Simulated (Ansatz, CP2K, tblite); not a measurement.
# Which run comes nearest? Twisted graphene double bilayer, 38.21° (56 atoms)

The cell holds 56 atoms: 56 C. Its edges and angles: a = 6.508 Å, b = 6.509 Å, c = 24.180 Å, α = 90.0°, β = 90.0°, γ = 120.0°. It derives from C (graphene). Graphene (a = 2.46 Å) under graphene (a = 2.46 Å), double bilayer, commensurate cell of 7 unit cells a layer, twist 38.21 deg; facing planes 3.33, 3.52, 3.33 Å apart as built; 14 Å of vacuum; minimised with a classical potential. Then every atom was moved at random, 0.02 Å r.m.s. a Cartesian component. Regions: layer 1, 14 atoms (14 C); layer 2, 14 atoms (14 C); layer 3, 14 atoms (14 C); layer 4, 14 atoms (14 C). Vacuum lies along c.

Geometry: as built.

The reference, a calculation:

| Quantity | Value |
| --- | --- |
| method | Kohn-Sham DFT, PBE, PAW, plane waves (Ansatz 0.2.0); cutoff 420 eV, Γ point, fermi-dirac smearing of 0.05 eV; PAW set soft_2 |
| r.m.s. force component | 1.136 eV/Å |
| longest force | 3.802 eV/Å |
| SCF cycles | 7 |
| time | 5.1 s on 4 threads of Arm Neoverse V2, shared host |
| CPU time | 19 s |

Runs, in no order:
A. CP2K PBE, DZVP-MOLOPT-SR, 630/50 Ry, diagonalisation: Kohn-Sham DFT, PBE, GTH-PBE pseudopotentials, Gaussian and plane waves, DZVP-MOLOPT-SR-GTH, diagonalisation
B. CP2K PBE, SZV-MOLOPT-SR, 450/50 Ry, diagonalisation: Kohn-Sham DFT, PBE, GTH-PBE pseudopotentials, Gaussian and plane waves, SZV-MOLOPT-SR-GTH, diagonalisation
C. CP2K GFN1-xTB, diagonalisation: GFN1-xTB tight binding (the program's own implementation), diagonalisation
D. CP2K r2SCAN, SCAN potentials, DZVP-UZH(SCAN), 600/50 Ry, diagonalisation: Kohn-Sham DFT, r2SCAN, GTH-SCAN pseudopotentials, Gaussian and plane waves, DZVP-MOLOPT (UZH set), diagonalisation

Q: Order them from the smallest to the largest r.m.s. force difference.

A, D, C, B.

```
                                                                        run  Δ force, r.m.s. (meV/Å)  share of r.m.s. force (%)  CPU time
                    A. CP2K PBE, DZVP-MOLOPT-SR, 630/50 Ry, diagonalisation                     23.7                       2.08   5.6 min
D. CP2K r2SCAN, SCAN potentials, DZVP-UZH(SCAN), 600/50 Ry, diagonalisation                     36.5                       3.21    15 min
                                          C. CP2K GFN1-xTB, diagonalisation                     80.7                       7.10     1.4 s
                     B. CP2K PBE, SZV-MOLOPT-SR, 450/50 Ry, diagonalisation                      308                       27.1   2.7 min
```

Periodic xTB results under one method name differ between programs and library versions. The electronic-structure runs sample only Γ, in a cell whose shortest periodic width is 6 Å.

[Logs are printed without paths, hosts, clocks, repeated set-up lines and the standing remarks that a program may print on its own settings, such as how far it seeks lower states.]

[Hosts, paths, dates, database ids (printed as entryN), source tags and the programs' standing remarks are cut or masked in the printed files.]
